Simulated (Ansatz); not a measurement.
# Ca on Pd(111): change of the work function, part 3 of 3

Wanted: Δφ(θ) for Ca/Pd(111), starting from the fcc site.

Ansatz 0.2.0; plane-wave DFT, PBE, Ansatz PAW.

So far, work function, upper face (eV): step 2 (the clean slab) 5.27; step 3 (37 atoms, coverage 0.111 ML, cell 3x3) 2.67.

### 4. Adsorbate added, k-mesh 6×6×1, coverage 0.25 ML

System of this step: Ca/Pd(111). The cell holds 17 atoms: 16 Pd and 1 Ca. Its edges and angles: a = 5.501 Å, b = 5.501 Å, c = 27.673 Å, α = 90.0°, β = 90.0°, γ = 60.0°. Vacuum lies along c.

Another coverage, to see how the dipoles act on each other as their distance changes.

The input, input.yaml:

```yaml
crystal:
  lattice:
    - [5.5012907577, 0.0, 0.0]
    - [2.7506453788, 4.7642575497, 0.0]
    - [0.0, 0.0, 27.6728894331]
  atoms:
    - { symbol: Pd, position: [0.0, 0.0, 0.3252280548] }
    - { symbol: Pd, position: [0.1666666667, 0.1666666667, 0.4063866397] }
    - { symbol: Pd, position: [0.3333333333, 0.3333333333, 0.4892833768] }
    - { symbol: Pd, position: [0.0, 0.0, 0.5725322027] }
    - { symbol: Pd, position: [0.0, 0.5, 0.3252280548] }
    - { symbol: Pd, position: [0.1666666667, 0.6666666667, 0.4063866397] }
    - { symbol: Pd, position: [0.3333333333, 0.8333333333, 0.4892833768] }
    - { symbol: Pd, position: [0.0, 0.5, 0.5725322027] }
    - { symbol: Pd, position: [0.5, 0.0, 0.3252280548] }
    - { symbol: Pd, position: [0.6666666667, 0.1666666667, 0.4063866397] }
    - { symbol: Pd, position: [0.8333333333, 0.3333333333, 0.4892833768] }
    - { symbol: Pd, position: [0.5, 0.0, 0.5725322027] }
    - { symbol: Pd, position: [0.5, 0.5, 0.3252280548] }
    - { symbol: Pd, position: [0.6666666667, 0.6666666667, 0.4063866397] }
    - { symbol: Pd, position: [0.8333333333, 0.8333333333, 0.4892833768] }
    - { symbol: Pd, position: [0.5, 0.5, 0.5725322027] }
    - { symbol: Ca, position: [0.1666666667, 0.1666666667, 0.6747719452] }
kpoints:
  mp_grid: { grid: [6, 6, 1] }
hamiltonian:
  xc: pbe
scf:
  occupations: { method: fermi_dirac, width: 0.1 }
  convergence: { dr2_threshold: 1.0e-08 }
efield:
  axis: 3
  dipole_correction: true
  ramp_position: 0.97
  ramp_width: 0.06
relax:
  f_tol: 0.02
  max_steps: 60
  constraints: [{ sites: [0, 1, 4, 5, 8, 9, 12, 13] }]
output:
  dos: { projected: true, e_range: [-8, 4] }
  write_potential: true
  write_density: true
  volumetric_format: npy
  elf: true
```

Started as:

```sh
ansatz run input.yaml --threads 4 --pin off --max-ram 16384MiB --backend cpu --events-out ev --progress --plain --runs-dir out
```

Numbers of over 12 decimals in the logs are rounded to 6 here.

The program printed:

```text
[...]
Crystal: 17 atoms, lattice volume = 725.294 Å³
Basis set: ecut = 420 eV, 14127 PW (Γ), exchange–correlation on 80×80×384 points (8 copies of the dense FFT grid, shifted against one another)
Bands: 179, of which v1, the nominal top of the filled ones, is band 149 counted from 1 (148 counted from 0)
Symmetry: 6 space group operations
[...]
k-points: 7 of 36 (time reversal used)
[...]
SCF iter   1: F=—  HF=-113379.827530 eV  |F-HF|=—  |Δ(HF+E_count)|=         —  Δρ=1.03e-2  dr2=1.02e1  ethr=1.77e-3  p=0.403 e·Å  D=1.01e-1 V/Å  ΔV_dip=-2.78 eV  dr2_dipole=1.13e0  V_vac-E_F(+/−)=2.12/4.91 eV  ⟨swp⟩=8.9  Hψ=5910  notcnv=0  defer=39
[...]
SCF iter  13: F=-113379.592626 eV  HF=-113379.592626 eV  |F-HF|=1.67e-9  |Δ(HF+E_count)|=   2.17e-8  Δρ=3.68e-7  dr2=4.20e-9  ethr=3.36e-12  p=0.355 e·Å  D=8.85e-2 V/Å  ΔV_dip=-2.45 eV  dr2_dipole=9.24e-10  V_vac-E_F(+/−)=2.78/5.23 eV  ⟨swp⟩=15.1  Hψ=9313  notcnv=0
SCF 1 converged in 13 iterations: F = -113379.592626 eV  dr2 = 4.20e-9
[...]
relax step   1: F+E_penalty+E_count = -113379.59262615 eV  Δ(F+E_penalty+E_count) = +0.000e0 eV  max|allowed force component| = 1.836e0 eV/Å  Δτ_max = 0.0000 Å  (13 SCF iters, accepted)
[...]
SCF iter  12: F=-113380.004739 eV  HF=-113380.004738 eV  |F-HF|=1.22e-9  |Δ(HF+E_count)|=   2.15e-8  Δρ=6.94e-7  dr2=9.80e-9  ethr=3.36e-12  p=0.382 e·Å  D=9.54e-2 V/Å  ΔV_dip=-2.64 eV  dr2_dipole=1.03e-9  V_vac-E_F(+/−)=2.59/5.23 eV  ⟨swp⟩=12.7  Hψ=7909  notcnv=0
SCF 2 converged in 12 iterations: F = -113380.004739 eV  dr2 = 9.80e-9
[...]
relax step   2: F+E_penalty+E_count = -113380.00473850 eV  Δ(F+E_penalty+E_count) = -4.121e-1 eV  max|allowed force component| = 1.662e0 eV/Å  Δτ_max = 0.1949 Å  (12 SCF iters, accepted)
SCF iter   1: F=—  HF=-113380.346789 eV  |F-HF|=—  |Δ(HF+E_count)|=         —  Δρ=3.81e-3  dr2=5.69e-1  ethr=1.17e-3  p=0.382 e·Å  D=9.54e-2 V/Å  ΔV_dip=-2.64 eV  dr2_dipole=1.03e-1  V_vac-E_F(+/−)=2.61/5.25 eV  ⟨swp⟩=6.7  Hψ=4229  notcnv=0  defer=55
[...]
SCF iter  12: F=-113380.319158 eV  HF=-113380.319158 eV  |F-HF|=1.92e-9  |Δ(HF+E_count)|=   2.40e-8  Δρ=6.54e-7  dr2=7.67e-9  ethr=3.36e-12  p=0.415 e·Å  D=1.04e-1 V/Å  ΔV_dip=-2.87 eV  dr2_dipole=9.21e-11  V_vac-E_F(+/−)=2.37/5.23 eV  ⟨swp⟩=12.1  Hψ=8221  notcnv=0
SCF 3 converged in 12 iterations: F = -113380.319158 eV  dr2 = 7.67e-9
relax step   3: F+E_penalty+E_count = -113380.31915780 eV  Δ(F+E_penalty+E_count) = -3.144e-1 eV  max|allowed force component| = 1.047e0 eV/Å  Δτ_max = 0.1970 Å  (12 SCF iters, accepted)
[...]
relax step   4: F+E_penalty+E_count = -113380.44819854 eV  Δ(F+E_penalty+E_count) = -1.290e-1 eV  max|allowed force component| = 1.263e-1 eV/Å  Δτ_max = 0.1948 Å  (12 SCF iters, accepted)
[...]
relax step   5: F+E_penalty+E_count = -113380.46751740 eV  Δ(F+E_penalty+E_count) = -1.932e-2 eV  max|allowed force component| = 6.166e-2 eV/Å  Δτ_max = 0.0724 Å  (12 SCF iters, accepted)
[...]
relax step   6: F+E_penalty+E_count = -113380.46884739 eV  Δ(F+E_penalty+E_count) = -1.330e-3 eV  max|allowed force component| = 2.060e-2 eV/Å  Δτ_max = 0.0407 Å  (10 SCF iters, accepted)
SCF iter   1: F=—  HF=-113380.467870 eV  |F-HF|=—  |Δ(HF+E_count)|=         —  Δρ=1.04e-4  dr2=3.15e-4  ethr=2.92e-7  p=0.450 e·Å  D=1.12e-1 V/Å  ΔV_dip=-3.11 eV  dr2_dipole=7.94e-5  V_vac-E_F(+/−)=2.12/5.23 eV  ⟨swp⟩=2.9  Hψ=2335  notcnv=0  defer=1
[...]
SCF iter   8: F=-113380.468883 eV  HF=-113380.468883 eV  |F-HF|=5.46e-9  |Δ(HF+E_count)|=   6.74e-9  Δρ=3.39e-7  dr2=1.67e-9  ethr=3.36e-12  p=0.450 e·Å  D=1.12e-1 V/Å  ΔV_dip=-3.10 eV  dr2_dipole=1.90e-10  V_vac-E_F(+/−)=2.13/5.23 eV  ⟨swp⟩=8.1  Hψ=6922  notcnv=0
SCF 7 converged in 8 iterations: F = -113380.468883 eV  dr2 = 1.67e-9
relax step   7: F+E_penalty+E_count = -113380.46888339 eV  Δ(F+E_penalty+E_count) = -3.600e-5 eV  max|allowed force component| = 4.677e-3 eV/Å  Δτ_max = 0.0026 Å  (8 SCF iters, accepted)
[...]
SCF converged after 8 iterations
Free energy (F): -113380.468883 eV
[...]
Internal energy: -113379.485343 eV  (E = F + TS)
E sigma→0 (E₀):  -113379.977113 eV
Entropy (-TS):   -0.983540 eV (-57.855 meV/atom)
Fermi energy:    4.471637 eV
Dipole field:    D = 0.112146 V/Å  (p = 0.449507 e·Å, saw-weighted, corrected)
Work function:   Φ+ = 2.1273 eV   Φ− = 5.2307 eV
[...]
--- Forces (eV/Å), atoms counted from 1 ---
  atom   1  Pd     0.00802308     0.00463213    -0.30445268
  atom   2  Pd     0.00000000     0.00000000     0.39720097
  atom   3  Pd     0.00000400     0.00000231     0.00023192
  atom   4  Pd    -0.00051516    -0.00029743    -0.00208800
  atom   5  Pd     0.00000000    -0.00926426    -0.30445268
  atom   6  Pd     0.05592272    -0.03228699     0.27037580
  atom   7  Pd     0.00000000    -0.00000462     0.00023192
  atom   8  Pd    -0.00000000     0.00059485    -0.00208800
  atom   9  Pd    -0.00802308     0.00463213    -0.30445268
  atom  10  Pd    -0.00000000     0.06457399     0.27037580
  atom  11  Pd    -0.00000400     0.00000231     0.00023192
  atom  12  Pd     0.00051516    -0.00029743    -0.00208800
  atom  13  Pd    -0.00000000    -0.00000000    -0.29438353
  atom  14  Pd    -0.05592272    -0.03228699     0.27037580
  atom  15  Pd     0.00000000     0.00000000    -0.00016669
  atom  16  Pd    -0.00000000    -0.00000000     0.00048118
  atom  17  Ca    -0.00000000    -0.00000000     0.00467669
  max |Σ_I F_I| component: 9.71e-6 eV/Å
--- Band table (eV; the first three rows and the last of 7) ---
  k-point 0: bands = [... 145 lower, 4.6479, 4.7164, 4.7164, 4.7222, 4.8105, 4.8105, 4.8151, 5.0767, ... 26 higher]
  k-point 1: bands = [... 145 lower, 4.4705, 4.4870, 4.5200, 4.5413, 4.6184, 4.6206, 4.6366, 5.0998, ... 26 higher]
  k-point 2: bands = [... 145 lower, 4.1592, 4.2416, 4.3582, 4.3869, 4.3894, 4.4197, 4.5990, 4.6208, ... 26 higher]
  k-point 6: bands = [... 145 lower, 4.1965, 4.2282, 4.2378, 4.2393, 4.2612, 4.3029, 4.3095, 4.3190, ... 26 higher]
--- Relaxed structure (7 steps of the walk, 7 accepted, 0 SCFs on fresh bases) ---
  F+E_penalty+E_count = -113380.46888339 eV   max|allowed force component| = 4.677e-3 eV/Å
  atoms:
    - { symbol: Pd, position: [-1.7959490104491818e-17, -1.7959490104491815e-17, 0.325228] }
    - { symbol: Pd, position: [0.166667, 0.166667, 0.406387] }
    - { symbol: Pd, position: [0.334356, 0.334356, 0.490269] }
    - { symbol: Pd, position: [-0.00284262, -0.00284262, 0.572870] }
    - { symbol: Pd, position: [5.551115123125783e-17, 0.500000, 0.325228] }
    - { symbol: Pd, position: [0.166667, 0.666667, 0.406387] }
    - { symbol: Pd, position: [0.334356, 0.831288, 0.490269] }
    - { symbol: Pd, position: [-0.00284262, 0.505685, 0.572870] }
    - { symbol: Pd, position: [0.500000, -1.7959490104491818e-17, 0.325228] }
    - { symbol: Pd, position: [0.666667, 0.166667, 0.406387] }
    - { symbol: Pd, position: [0.831288, 0.334356, 0.490269] }
    - { symbol: Pd, position: [0.505685, -0.00284262, 0.572870] }
    - { symbol: Pd, position: [0.5, 0.500000, 0.325228] }
    - { symbol: Pd, position: [0.666667, 0.666667, 0.406387] }
    - { symbol: Pd, position: [0.833333, 0.833333, 0.488181] }
    - { symbol: Pd, position: [0.5, 0.500000, 0.579945] }
    - { symbol: Ca, position: [0.166667, 0.166667, 0.650984] }
```

Elapsed: 3.8 min, on 4 threads of Arm Neoverse V1, shared host; peak memory 3 GiB.

Relaxation path:

```csv
step,energy less that of the first step (eV),largest force component (eV/Å)
1,0.0000,1.8361
2,-0.4121,1.6623
3,-0.7265,1.0471
4,-0.8556,0.1263
5,-0.8749,0.0617
6,-0.8762,0.0206
7,-0.8763,0.0047
```

Forces are held to the 6 operations that the run works with; a distortion that breaks them can't arise in this run.

The atoms that moved most (Å):

| atom | dx | dy | dz | length |
| --- | --- | --- | --- | --- |
| Ca17 | 0.000 | 0.000 | -0.658 | 0.658 |
| Pd16 | 0.000 | 0.000 | 0.205 | 0.205 |
| Pd15 | 0.000 | 0.000 | -0.031 | 0.031 |
| Pd7 | 0.000 | -0.010 | 0.027 | 0.029 |
| Pd11 | -0.008 | 0.005 | 0.027 | 0.029 |
| Pd3 | 0.008 | 0.005 | 0.027 | 0.029 |
| Pd4 | -0.023 | -0.014 | 0.009 | 0.029 |
| Pd8 | 0.000 | 0.027 | 0.009 | 0.029 |

Final coordinates:

```xyz
17
Lattice="5.5013 0.0000 0.0000 2.7506 4.7643 0.0000 0.0000 0.0000 27.6729" Properties=species:S:1:pos:R:3
Pd    0.0000    0.0000    9.0000
Pd    1.3753    0.7940   11.2459
Pd    2.7591    1.5930   13.5672
Pd   -0.0235   -0.0135   15.8530
Pd    1.3753    2.3821    9.0000
Pd    2.7506    3.1762   11.2459
Pd    4.1260    3.9605   13.5672
Pd    1.3753    2.4092   15.8530
Pd    2.7506    0.0000    9.0000
Pd    4.1260    0.7940   11.2459
Pd    5.4929    1.5930   13.5672
Pd    2.7741   -0.0135   15.8530
Pd    4.1260    2.3821    9.0000
Pd    5.5013    3.1762   11.2459
Pd    6.8766    3.9702   13.5094
Pd    4.1260    2.3821   16.0488
Ca    1.3753    0.7940   18.0146
```

This step gave:

| Quantity | Value |
| --- | --- |
| energy at zero smearing | -113379.9771 eV |
| work function, upper face | 2.127 eV |
| work function, lower face | 5.231 eV |
| dipole along the normal | 0.4495 e·Å |
| step between the vacuum levels | -3.103 eV |

Running mean over 2.246 Å of the planar mean; the ramp of the sawtooth is left out. Electron's electrostatic potential energy less the Fermi level against z:

```
z (Å)  electron's electrostatic potential energy less the Fermi level (eV)
    4                                                                 5.23
    5                                                                 5.23
    6                                                                 5.18
    7                                                                 4.37
    8                                                                -3.11
    9                                                                -8.25
   10                                                                -8.48
   11                                                                -8.55
   12                                                                -8.13
   13                                                                -8.25
   14                                                                -8.20
   15                                                                -7.59
   16                                                                -8.38
   17                                                                -4.78
   18                                                               -0.748
   19                                                              -0.0902
   20                                                                 1.57
   21                                                                 1.99
   22                                                                 2.10
   23                                                                 2.12
   24                                                                 2.13
```

The density of states has structure finer than the step of the table below, so its rows give means over 0.5 eV, whole bins alone (the curve runs from -8 to 1.98 eV). Peaks (eV: height): -3.19: 60.2, -2.44: 57.5, -2.29: 59.6, -1.68: 59.5, -1.47: 61.5, -1.11: 62.2, -0.21: 70.6.

Density of states against energy, zero at the Fermi level; means over each step:

```csv
energy (eV),density of states (states/eV a cell)
-7.0,0
-6.5,0.507
-6.0,1.04
-5.5,1.92
-5.0,8.01
-4.5,29.3
-4.0,30.7
-3.5,27.6
-3.0,30.8
-2.5,40.6
-2.0,35.8
-1.5,30.6
-1.0,39.8
-0.5,31.8
0.0,32.1
0.5,5.21
1.0,7.67
1.5,4.66
```

Projected DOS per atom over height of the atomic layer and energy from the Fermi level. Layers: Pd4 Pd4 Pd4 Pd4 Ca from below.

Ten even steps from '_' (0.00 states/eV) to '@' (2.81 states/eV), each cell a mean:
```
__________
__________
________..
..______..
##%%##==..
##******__
@@**##@@..
##++**##..
##==++%%..
@@%%%%@@..
######%%__
====++**__
++++++**__
++%%##++__
::##**::__
__....____
__________
__________
__________
__________
__________
__________
```
Columns: height of the atomic layer (Å) from 9 to 18.0 (not evenly spaced); rows upwards: energy from the Fermi level (eV) from -7.96 to 1.95.

ELF in the ca plane at fractional y = 0.167, with atoms of Pd and Ca within 0.2 Å of it. It is the smooth field of the valence electrons, not physical close to the nuclei.

Ten even steps from '0' (0.00) to '9' (0.85), each cell a mean:
```
44222222222344322244432111100012321000000000
44222222222344322244433210000122211000000000
32222444322233222233222221111111110000000000
22224656422222211222222222111111100000000000
22225535522222211222222222211111000000000000
22224545522222211222222222211111000000000000
22223555322222221222222222111111100000000000
43222232222344322234323211001122110000000000
44222222222344322344433100000122211000000000
43222233222344322233332135410012321100000000
22223555322222222222221589961012332100000000
22224645522222211222222899983012432100000000
22225535522222211222322899983012442100000000
22224656422222211222221799972012332100000000
32222444222233222223331268730012332100000000
```
Columns run along c (16.0 Å, from fractional 0.33 to 0.90 of the cell), rows up along a (5.5 Å). Atoms in or near the plane, at fractional coordinates: Pd at (0.41, 0.17), Pd at (0.41, 0.67), Ca at (0.65, 0.17).

Electrostatic potential energy in the ca plane at fractional y = 0.167, with atoms of Pd and Ca within 0.2 Å of it. With pseudopotentials it is smooth inside the atoms' cores, unlike the true potential.

Ten even steps from '0' (-44 eV) to '9' (8 eV), each cell a mean:
```
46899989999755799865689988889999999999999999
46899988999755799865689999999999999999999999
78998645899877899977899999999999999999999999
89985101589999999999999999999999999999999999
99984000279999999999999999999999999999999999
99984000389999999999999999999999999999999999
88997313699988999988899999999999999999999999
57899878999766799866799999999999999999999999
46899999999744799855689998899999999999999999
67899877999766799876789877788999999999999999
88997323699988999988898632478999999999999999
99984000389999999999997300058899999999999999
99984000279999999999997200048899999999999999
89986101589999999999998410268999999999999999
77998646899877899977898755678999999999999999
```
Columns run along c (16.0 Å, from fractional 0.33 to 0.90 of the cell; values clipped at the 3rd and 97th percentile), rows up along a (5.5 Å). Atoms in or near the plane, at fractional coordinates: Pd at (0.41, 0.17), Pd at (0.41, 0.67), Ca at (0.65, 0.17).

Valence density in the ca plane at fractional y = 0.167, with atoms of Pd and Ca within 0.2 Å of it. It is the smooth field of the valence electrons, not physical close to the nuclei.

Ten steps, logarithmic in the rise over the least value, from '0' (0 e/Å³) to '9' (13 e/Å³), each cell a mean:
```
54322222222455422355431111100000000000000000
54322232222455422355431100000000000000000000
43223565322344322234321000000000000000000000
22225898632222211222211000000000000000000000
22236999732222111122211000000000000000000000
22236899632222111122211000000000000000000000
33224677422233221233321000000000000000000000
54322343222344322345421100000000000000000000
65322222212455422355431110000000000000000000
54222343222344322344422223210000000000000000
32224677422233221223222456520000000000000000
22236899632222111122222578741000000000000000
22236999732222111122223688741000000000000000
22225898632222211222222577631000000000000000
43223455322344322234322244310000000000000000
```
Columns run along c (16.0 Å, from fractional 0.33 to 0.90 of the cell), rows up along a (5.5 Å). Atoms in or near the plane, at fractional coordinates: Pd at (0.41, 0.17), Pd at (0.41, 0.67), Ca at (0.65, 0.17).

The relaxation took 7 steps and lowered the energy by 0.88 eV; the largest force on the free atoms ends at 0.0047 eV/Å.

By hand: a sheet of dipoles makes a step −p/(ε₀A) in the electron's potential. With e/ε₀ = 180.95 V·Å, p = 0.4495 e·Å and A = 26.21 Å², that is −180.95 × (0.4495) / 26.21 = -3.103 eV, and the two vacuum levels of the run differ by -3.103 eV.

The covered face has 2.13 eV, -3.14 eV against the clean one; the bare back face has moved by -0.02 eV, a measure of how thin the slab is.

### 5. Work function against coverage

This step: plane-wave DFT, PBE, Ansatz PAW; work function against coverage (Ansatz 0.2.0).

The runs are now put side by side.

Numbers from this step:

```yaml
work_function_of_the_clean_face: 5.268 eV
largest_change_of_the_work_function: -3.141 eV
```

The work function of the covered face by coverage:

```csv
coverage (adsorbates/nm²),work function of the covered face (eV)
0.00,5.27
1.70,2.67
3.82,2.13
```

The dipole per adsorbate comes from the change of the cell's dipole. Coverage, by row:

```csv
coverage (1/nm²),coverage (ML),work function (eV),change (eV),"dipole per adsorbate, positive end outwards (debye)",mean height of the added atoms over the highest substrate atom (Å)
1.696,0.1111,2.671,-2.597,4.08,2.089
3.815,0.25,2.127,-3.141,2.173,1.966
```

### 6. Summary of results

* work function of the clean face: 5.27 eV
* work function at 0.11 ML: 2.67 eV
* work function at 0.25 ML: 2.13 eV
* dipole per adsorbate at 0.11 ML, positive end outwards: 4.08 D

What this shows: Ca lowers the work function of Pd(111) at the lowest coverage, by 2.60 eV: the adsorbate layer has its positive end outwards. The slab has 4 layers, at the tabulated experimental lattice constant, one starting site was run, and quantum-size effects of a slab this thin can reach one or two tenths of an eV.

[Logs are printed without paths, hosts, clocks, repeated set-up lines and the standing remarks that a program may print on its own settings, such as how far it seeks lower states.]

[Hosts, paths, dates, database ids (printed as entryN), source tags and the programs' standing remarks are cut or masked in the printed files.]

[Maps of the electrostatic potential energy from Ansatz leave out the sawtooth potential of an applied field or a dipole correction, so their vacuum need not be flat; planar profiles and work functions include it.]

[The density of states shown here was stored with 400 of the rows of the run's finer table, so its peaks can read low, often by over a quarter, or be missed, and its means over a window can be off by a tenth or more.]
